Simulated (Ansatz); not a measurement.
# Work function of Ti(0001): what the settings cost and change, part 2 of 2

Aim: the numerical settings behind the work function of Ti(0001), with the cost of each.

Ansatz 0.2.0; plane-wave DFT, PBE, Ansatz PAW.

So far, work function, upper face (eV): step 2 (run, setting cutoff 200 eV) 4.59; step 3 (run) 4.41; step 4 (run) 4.41; step 5 (slab) 4.41; step 6 (other k-mesh, other cutoff) 4.46.

## 7. Slab

Input file input.yaml:

```yaml
crystal:
  lattice:
    - [2.95, 0.0, 0.0]
    - [1.475, 2.5547749412, 0.0]
    - [0.0, 0.0, 32.0538]
  atoms:
    - { symbol: Ti, position: [0.0, 0.0, 0.2807779421] }
    - { symbol: Ti, position: [0.6666666667, 0.6666666667, 0.3538519614] }
    - { symbol: Ti, position: [0.0, 0.0, 0.4269259807] }
    - { symbol: Ti, position: [0.6666666667, 0.6666666667, 0.5] }
    - { symbol: Ti, position: [0.0, 0.0, 0.5730740193] }
    - { symbol: Ti, position: [0.6666666667, 0.6666666667, 0.6461480386] }
    - { symbol: Ti, position: [0.0, 0.0, 0.7192220579] }
kpoints:
  mp_grid: { grid: [5, 5, 1] }
hamiltonian:
  xc: pbe
scf:
  occupations: { method: fermi_dirac, width: 0.1 }
  convergence: { dr2_threshold: 1.0e-09 }
efield:
  axis: 3
  dipole_correction: true
  ramp_position: 0.97
  ramp_width: 0.06
output:
  write_potential: true
  write_density: true
  volumetric_format: npy
```

Started as:

```console
$ ansatz run input.yaml --threads 2 --pin off --max-ram 3072MiB --backend cpu --events-out ev --progress --plain --runs-dir out
```

Numbers of over 12 decimals in the logs are rounded to 6 here.

The log of the run:

```text
[...]
Crystal: 7 atoms, lattice volume = 241.576 Å³
Basis set: ecut = 420 eV, 4655 PW (Γ)
Bands: 51, of which v1, the nominal top of the filled ones, is band 42 counted from 1 (41 counted from 0)
Symmetry: 6 space group operations
k-points: 5 of 25 (time reversal used)
[...]
k-point 0: bands = [... 38 lower, 4.9383, 5.0786, 5.2685, 5.3281, 5.3342, 5.3342, 5.3636, 5.3636, ... 5 higher]
  k-point 1: bands = [... 38 lower, 4.3129, 4.4975, 4.5580, 4.7012, 4.7738, 4.9972, 5.1019, 5.3556, ... 5 higher]
  k-point 2: bands = [... 38 lower, 3.8416, 3.9839, 4.0327, 4.8022, 4.8350, 5.3695, 5.4304, 5.4396, ... 5 higher]
  k-point 4: bands = [... 38 lower, 3.7688, 4.0603, 4.1603, 4.4813, 4.5938, 4.7883, 4.8594, 4.9497, ... 5 higher]
[key lines of the parts left out:]
SCF converged after 10 iterations
Free energy (F): -17495.954867 eV
Fermi energy:    4.660320 eV
Dipole field:    D = 0.000000 V/Å  (p = 0.000001 e·Å, saw-weighted, corrected)
Work function:   Φ+ = 4.4171 eV   Φ− = 4.4171 eV
```

Elapsed: 8.5 s, on 2 threads of Arm Neoverse N1, shared host; peak memory 0.44 GiB; 16 s of CPU time.

The work function is 4.417 eV, +0.008 eV from the run “cutoff 420 eV”, at 0.16 times its CPU time.

## 8. Run

Changes to input.yaml since step 7:

```diff
@@ -14,3 +14,3 @@
 kpoints:
-  mp_grid: { grid: [5, 5, 1] }
+  mp_grid: { grid: [11, 11, 1] }
 hamiltonian:
```

The log of the run:

```text
[...]
Crystal: 7 atoms, lattice volume = 241.576 Å³
Basis set: ecut = 420 eV, 4655 PW (Γ)
Bands: 51, of which v1, the nominal top of the filled ones, is band 42 counted from 1 (41 counted from 0)
Symmetry: 6 space group operations
k-points: 16 of 121 (time reversal used)
[...]
k-point 0: bands = [... 38 lower, 4.9345, 5.0767, 5.2608, 5.3221, 5.3279, 5.3279, 5.3480, 5.3480, ... 5 higher]
  k-point 1: bands = [... 38 lower, 4.7619, 4.9485, 4.9643, 5.1116, 5.1450, 5.2082, 5.2856, 5.4070, ... 5 higher]
  k-point 2: bands = [... 38 lower, 4.3940, 4.5542, 4.6339, 4.7767, 4.8531, 4.9969, 5.1295, 5.3744, ... 5 higher]
  k-point 15: bands = [... 38 lower, 3.7341, 4.0052, 4.1055, 4.3802, 4.5256, 4.6384, 4.7869, 4.8391, ... 5 higher]
[key lines of the parts left out:]
SCF converged after 10 iterations
Free energy (F): -17495.871956 eV
Fermi energy:    4.659549 eV
Dipole field:    D = -0.000001 V/Å  (p = -0.000001 e·Å, saw-weighted, corrected)
Work function:   Φ+ = 4.4102 eV   Φ− = 4.4101 eV
```

Wall time 28 s (2 threads); peak memory 0.55 GiB; 54 s of CPU time.

The work function is 4.410 eV, +0.001 eV from the run “cutoff 420 eV”, at 0.55 times its CPU time.

## 9. Run

Changes to input.yaml since step 8:

```diff
@@ -14,3 +14,3 @@
 kpoints:
-  mp_grid: { grid: [11, 11, 1] }
+  mp_grid: { grid: [24, 24, 1] }
 hamiltonian:
```

The log of the run:

```text
[...]
Crystal: 7 atoms, lattice volume = 241.576 Å³
Basis set: ecut = 420 eV, 4655 PW (Γ)
Bands: 51, of which v1, the nominal top of the filled ones, is band 42 counted from 1 (41 counted from 0)
Symmetry: 6 space group operations
k-points: 61 of 576 (time reversal used)
[...]
k-point 0: bands = [... 38 lower, 4.9348, 5.0763, 5.2613, 5.3220, 5.3286, 5.3286, 5.3491, 5.3491, ... 5 higher]
  k-point 1: bands = [... 38 lower, 4.9026, 5.0324, 5.1894, 5.2763, 5.2902, 5.3362, 5.3386, 5.3555, ... 5 higher]
  k-point 2: bands = [... 38 lower, 4.7896, 4.9713, 4.9915, 5.1459, 5.1703, 5.2295, 5.2961, 5.4079, ... 5 higher]
  k-point 60: bands = [... 38 lower, 3.5730, 3.9699, 3.9996, 4.4703, 4.5782, 4.6130, 4.7685, 4.7693, ... 5 higher]
[key lines of the parts left out:]
SCF converged after 10 iterations
Free energy (F): -17495.871401 eV
Fermi energy:    4.660786 eV
Dipole field:    D = -0.000001 V/Å  (p = -0.000001 e·Å, saw-weighted, corrected)
Work function:   Φ+ = 4.4094 eV   Φ− = 4.4094 eV
```

The job ended after 1.7 min (2 threads; peak memory 0.96 GiB).

The work function is 4.409 eV, +0.000 eV from the run “cutoff 420 eV”, at 2.1 times its CPU time.

## 10. Slab

Changes to input.yaml since step 9:

```diff
@@ -14,3 +14,3 @@
 kpoints:
-  mp_grid: { grid: [24, 24, 1] }
+  mp_grid: { grid: [16, 16, 1] }
 hamiltonian:
@@ -18,3 +18,3 @@
 scf:
-  occupations: { method: fermi_dirac, width: 0.1 }
+  occupations: { method: gaussian, width: 0.05 }
   convergence: { dr2_threshold: 1.0e-09 }
```

The log of the run:

```text
[...]
Crystal: 7 atoms, lattice volume = 241.576 Å³
Basis set: ecut = 420 eV, 4655 PW (Γ)
Bands: 51, of which v1, the nominal top of the filled ones, is band 42 counted from 1 (41 counted from 0)
Symmetry: 6 space group operations
k-points: 30 of 256 (time reversal used)
[...]
k-point 0: bands = [... 38 lower, 4.8912, 5.0441, 5.2218, 5.2834, 5.2834, 5.2839, 5.3039, 5.3039, ... 5 higher]
  k-point 1: bands = [... 38 lower, 4.8260, 4.9567, 5.0652, 5.1782, 5.1916, 5.2489, 5.2769, 5.3435, ... 5 higher]
  k-point 2: bands = [... 38 lower, 4.6000, 4.7246, 4.8728, 4.9360, 4.9781, 5.0608, 5.1912, 5.3638, ... 5 higher]
  k-point 29: bands = [... 38 lower, 3.6321, 3.9591, 3.9956, 4.4020, 4.5095, 4.5860, 4.7290, 4.7464, ... 5 higher]
[key lines of the parts left out:]
SCF converged after 11 iterations
Free energy (F): -17495.684242 eV
Fermi energy:    4.636993 eV
Dipole field:    D = 0.000001 V/Å  (p = 0.000001 e·Å, saw-weighted, corrected)
Work function:   Φ+ = 4.4777 eV   Φ− = 4.4777 eV
```

It took 48 s on 2 threads; peak memory 0.65 GiB; 95 s of CPU time.

The work function is 4.478 eV, +0.068 eV from the run “cutoff 420 eV”, at 0.97 times its CPU time.

## 11. Slab

Changes to input.yaml since step 10:

```diff
@@ -18,3 +18,3 @@
 scf:
-  occupations: { method: gaussian, width: 0.05 }
+  occupations: { method: methfessel_paxton, width: 0.2 }
   convergence: { dr2_threshold: 1.0e-09 }
```

The log of the run:

```text
[...]
Crystal: 7 atoms, lattice volume = 241.576 Å³
Basis set: ecut = 420 eV, 4655 PW (Γ)
Bands: 51, of which v1, the nominal top of the filled ones, is band 42 counted from 1 (41 counted from 0)
Symmetry: 6 space group operations
k-points: 30 of 256 (time reversal used)
[...]
k-point 0: bands = [... 38 lower, 4.8998, 5.0509, 5.2300, 5.2915, 5.2922, 5.2922, 5.3137, 5.3137, ... 5 higher]
  k-point 1: bands = [... 38 lower, 4.8335, 4.9642, 5.0733, 5.1882, 5.1994, 5.2558, 5.2858, 5.3521, ... 5 higher]
  k-point 2: bands = [... 38 lower, 4.6062, 4.7320, 4.8816, 4.9450, 4.9858, 5.0680, 5.2000, 5.3716, ... 5 higher]
  k-point 29: bands = [... 38 lower, 3.6410, 3.9661, 4.0029, 4.4119, 4.5178, 4.5934, 4.7368, 4.7559, ... 5 higher]
[key lines of the parts left out:]
SCF converged after 10 iterations
Free energy (F): -17495.674014 eV
Fermi energy:    4.653055 eV
Dipole field:    D = -0.000001 V/Å  (p = -0.000001 e·Å, saw-weighted, corrected)
Work function:   Φ+ = 4.4500 eV   Φ− = 4.4499 eV
```

Wall time 49 s (2 threads); peak memory 0.66 GiB; 96 s of CPU time.

The work function is 4.450 eV, +0.041 eV from the run “cutoff 420 eV”, at 0.98 times its CPU time.

## 12. Slab

Changes to input.yaml since step 11:

```diff
@@ -18,3 +18,3 @@
 scf:
-  occupations: { method: methfessel_paxton, width: 0.2 }
+  occupations: { method: fermi_dirac, width: 0.3 }
   convergence: { dr2_threshold: 1.0e-09 }
```

The log of the run:

```text
band count auto-derived: 59 (N_el = 84.0; filled up to band 42; 51 by the electrons, moments and atoms)
[...]
Crystal: 7 atoms, lattice volume = 241.576 Å³
Basis set: ecut = 420 eV, 4655 PW (Γ)
Bands: 59, of which v1, the nominal top of the filled ones, is band 42 counted from 1 (41 counted from 0)
Symmetry: 6 space group operations
[...]
k-point 0: bands = [... 38 lower, 5.0099, 5.1424, 5.3269, 5.4005, 5.4173, 5.4173, 5.4304, 5.4304, ... 30 higher]
  k-point 1: bands = [... 38 lower, 4.9084, 5.0829, 5.1591, 5.3128, 5.3205, 5.3671, 5.4028, 5.4775, ... 30 higher]
  k-point 2: bands = [... 38 lower, 4.6664, 4.8094, 4.9978, 5.0728, 5.0937, 5.1809, 5.3120, 5.4925, ... 30 higher]
  k-point 29: bands = [... 38 lower, 3.7533, 4.0567, 4.1004, 4.5042, 4.6183, 4.7029, 4.8383, 4.8548, ... 30 higher]
[key lines of the parts left out:]
SCF converged after 10 iterations
Free energy (F): -17497.451098 eV
Fermi energy:    4.678562 eV
Dipole field:    D = -0.000000 V/Å  (p = -0.000000 e·Å, saw-weighted, corrected)
Work function:   Φ+ = 4.3411 eV   Φ− = 4.3411 eV
```

Run time: 82 s. Hardware: 2 threads; peak memory 0.89 GiB; 2.6 min of CPU time.

The work function is 4.341 eV, -0.068 eV from the run “cutoff 420 eV”, at 1.6 times its CPU time.

## 13. Slab

Changes to input.yaml since step 12:

```diff
@@ -18,3 +18,3 @@
 scf:
-  occupations: { method: fermi_dirac, width: 0.3 }
+  occupations: { method: cold, width: 0.1 }
   convergence: { dr2_threshold: 1.0e-09 }
```

The log of the run:

```text
[...]
Crystal: 7 atoms, lattice volume = 241.576 Å³
Basis set: ecut = 420 eV, 4655 PW (Γ)
Bands: 51, of which v1, the nominal top of the filled ones, is band 42 counted from 1 (41 counted from 0)
Symmetry: 6 space group operations
k-points: 30 of 256 (time reversal used)
[...]
k-point 0: bands = [... 38 lower, 4.8923, 5.0442, 5.2229, 5.2839, 5.2839, 5.2844, 5.3057, 5.3057, ... 5 higher]
  k-point 1: bands = [... 38 lower, 4.8262, 4.9573, 5.0659, 5.1797, 5.1922, 5.2484, 5.2781, 5.3439, ... 5 higher]
  k-point 2: bands = [... 38 lower, 4.5993, 4.7246, 4.8736, 4.9372, 4.9784, 5.0602, 5.1920, 5.3642, ... 5 higher]
  k-point 29: bands = [... 38 lower, 3.6331, 3.9590, 3.9959, 4.4035, 4.5099, 4.5860, 4.7287, 4.7475, ... 5 higher]
[key lines of the parts left out:]
SCF converged after 12 iterations
Free energy (F): -17495.676615 eV
Fermi energy:    4.642233 eV
Dipole field:    D = -0.000000 V/Å  (p = -0.000000 e·Å, saw-weighted, corrected)
Work function:   Φ+ = 4.4720 eV   Φ− = 4.4720 eV
```

Run time: 50 s. Hardware: 2 threads; peak memory 0.66 GiB; 98 s of CPU time.

The work function is 4.472 eV, +0.063 eV from the run “cutoff 420 eV”, at 1.0 times its CPU time.

## 14. The series together

Times are for 2 threads of Arm Neoverse N1, shared host. The series side by side:

| no. | setting | work function, upper face (eV) | time | memory (GiB) |
| --- | --- | --- | --- | --- |
| 1 | cutoff 200 eV | 4.594 | 27 s | 0.42 |
| 2 | cutoff 300 eV | 4.414 | 38 s | 0.49 |
| 3 | cutoff 420 eV | 4.409 | 51 s | 0.65 |
| 4 | cutoff 600 eV | 4.409 | 86 s | 0.95 |
| 5 | mesh 3x3 | 4.457 | 5.8 s | 0.41 |
| 6 | mesh 5x5 | 4.417 | 8.5 s | 0.44 |
| 7 | mesh 11x11 | 4.410 | 28 s | 0.55 |
| 8 | mesh 24x24 | 4.409 | 1.7 min | 0.96 |
| 9 | Gaussian smearing 0.05 eV | 4.478 | 48 s | 0.65 |
| 10 | methfessel_paxton smearing 0.2 eV | 4.450 | 49 s | 0.66 |
| 11 | fermi_dirac smearing 0.3 eV | 4.341 | 82 s | 0.89 |
| 12 | cold smearing 0.1 eV | 4.472 | 50 s | 0.66 |

## 15. What came out

| Property | Result |
| --- | --- |
| work function, cutoff 200 eV | 4.594 eV |
| work function, cutoff 420 eV | 4.409 eV |
| work function, cutoff 600 eV | 4.409 eV |
| work function, fermi_dirac smearing 0.3 eV | 4.341 eV |

**Reading.** The run at the highest cutoff gives 4.41 eV, and the settings tried spread the value from 4.34 to 4.59 eV. Against 600 eV, a cutoff of 200 eV is off by +0.185 eV. Against 600 eV, a cutoff of 420 eV is off by +0.000 eV. Against the finest mesh, 24 points along a, the coarser ones are off by +0.05 (3), +0.01 (5) and +0.00 (11) eV. The smearing schemes and widths spread it over 0.14 eV. The program marks the value as in doubt in “cutoff 200 eV”. The ladder's slabs use the tabulated experimental lattice constant (two decimals; a low-temperature value for the alkali metals). In 1 run of the series (cutoff 200 eV) the program warns that electrons reach the sawtooth's ramp, which makes dipole and work function less sure.

[Logs are printed without paths, hosts, clocks, repeated set-up lines and the standing remarks that a program may print on its own settings, such as how far it seeks lower states.]

[Hosts, paths, dates, database ids (printed as entryN), source tags and the programs' standing remarks are cut or masked in the printed files.]

[Maps of the electrostatic potential energy from Ansatz leave out the sawtooth potential of an applied field or a dipole correction, so their vacuum need not be flat; planar profiles and work functions include it.]
